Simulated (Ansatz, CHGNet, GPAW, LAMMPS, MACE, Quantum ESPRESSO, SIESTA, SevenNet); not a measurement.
**Other levels on glassy 55SiO2-9Al2O3-9FeO-9MgO-14CaO-5Na2O (mol %) (63 atoms)**

Density of this cell: 2.85 g/cm³. The cell holds 63 atoms: 12 Si, 4 Al, 2 Fe, 2 Mg, 3 Ca, 2 Na and 38 O. Its edges and angles: a = 9.297 Å, b = 9.297 Å, c = 9.297 Å, α = 90.0°, β = 90.0°, γ = 90.0°. 63 atoms (12 Si, 4 Al, 2 Fe, 2 Mg, 3 Ca, 2 Na, 38 O) placed at random at 2.67 g/cm³, melted at 3000 K for 20 ps at fixed volume with the Buckingham and Coulomb pair potential of Guillot and Sator (Geochim. Cosmochim. Acta 71, 1249 (2007)) with the boron terms of Wang et al. (J. Non-Cryst. Solids 498, 294 (2018)). Quenched from 3000 K to 300 K at 1000 K/ps and fixed volume, held 10 ps at zero pressure.

Geometry: as built.

The reference, a calculation:

```
method                                           : Kohn-Sham DFT, PBE, PAW, plane waves (Ansatz 0.2.0); cutoff 420 eV, Γ point, fermi-dirac smearing of 0.05 eV, spin polarised, started with 2 parallel moments, ending at -8.0 μB in the cell; PAW set soft_2
r.m.s. force component                           : 0.996 eV/Å
longest force                                    : 3.843 eV/Å
pressure                                         : 3.122 GPa
gap (highest filled to lowest empty level) : 0.4164 eV
SCF cycles                                       : 25
time                                             : 27 s on 4 threads of Arm Neoverse V1, shared host
CPU time                                         : 1.8 min
```

Runs, in no order:
A. SIESTA revPBE, PBE potentials, DZP, shift 0.01 Ry, mesh 500 Ry: Kohn-Sham DFT, revPBE, PseudoDojo 0.4.1 norm-conserving pseudopotentials (converted to PSML), numerical atomic orbitals (DZP), diagonalisation
B. QE PBE+D3(BJ), sssp-1.3.0-efficiency, 60/480 Ry: Kohn-Sham DFT, PBE+D3(BJ), SSSP efficiency 1.3.0 pseudopotentials, plane waves
C. SevenNet l3i5 potential: machine-learned interatomic potential SevenNet l3i5, trained on PBE(+U) plane-wave data
D. GPAW PBE, LCAO dzp, h 0.25 Å: Kohn-Sham DFT, PBE, PAW, atomic orbitals (dzp)

**Question.** Rank the runs by how far their forces lie from the reference's, least first.

B, C, A, D.

```
                                                              run  Δ force, r.m.s. (meV/Å)  share of r.m.s. force (%)  CPU time
               B. QE PBE+D3(BJ), sssp-1.3.0-efficiency, 60/480 Ry                     30.4                       3.06    26 min
                                       C. SevenNet l3i5 potential                      119                       12.0      10 s
A. SIESTA revPBE, PBE potentials, DZP, shift 0.01 Ry, mesh 500 Ry                      249                       25.0    30 min
                                  D. GPAW PBE, LCAO dzp, h 0.25 Å                      916                       92.0   7.4 min
```

Machine-learned potentials mimic data converged in k, so the reference's own k-point error enters their differences. The network of bonds at the start is that of the classical potential that made the cell, and needn't be the one that DFT or experiment would give. The run was spin polarised, started with 2 parallel moments, ending at -8.0 μB in the cell; that starting order needn't be the real material's, and it bears on forces, charges and levels. The electronic-structure runs sample only Γ, in a cell whose shortest periodic width is 9 Å.

[Logs are printed without paths, hosts, clocks, repeated set-up lines and the standing remarks that a program may print on its own settings, such as how far it seeks lower states.]

[Hosts, paths, dates, database ids (printed as entryN), source tags and the programs' standing remarks are cut or masked in the printed files.]
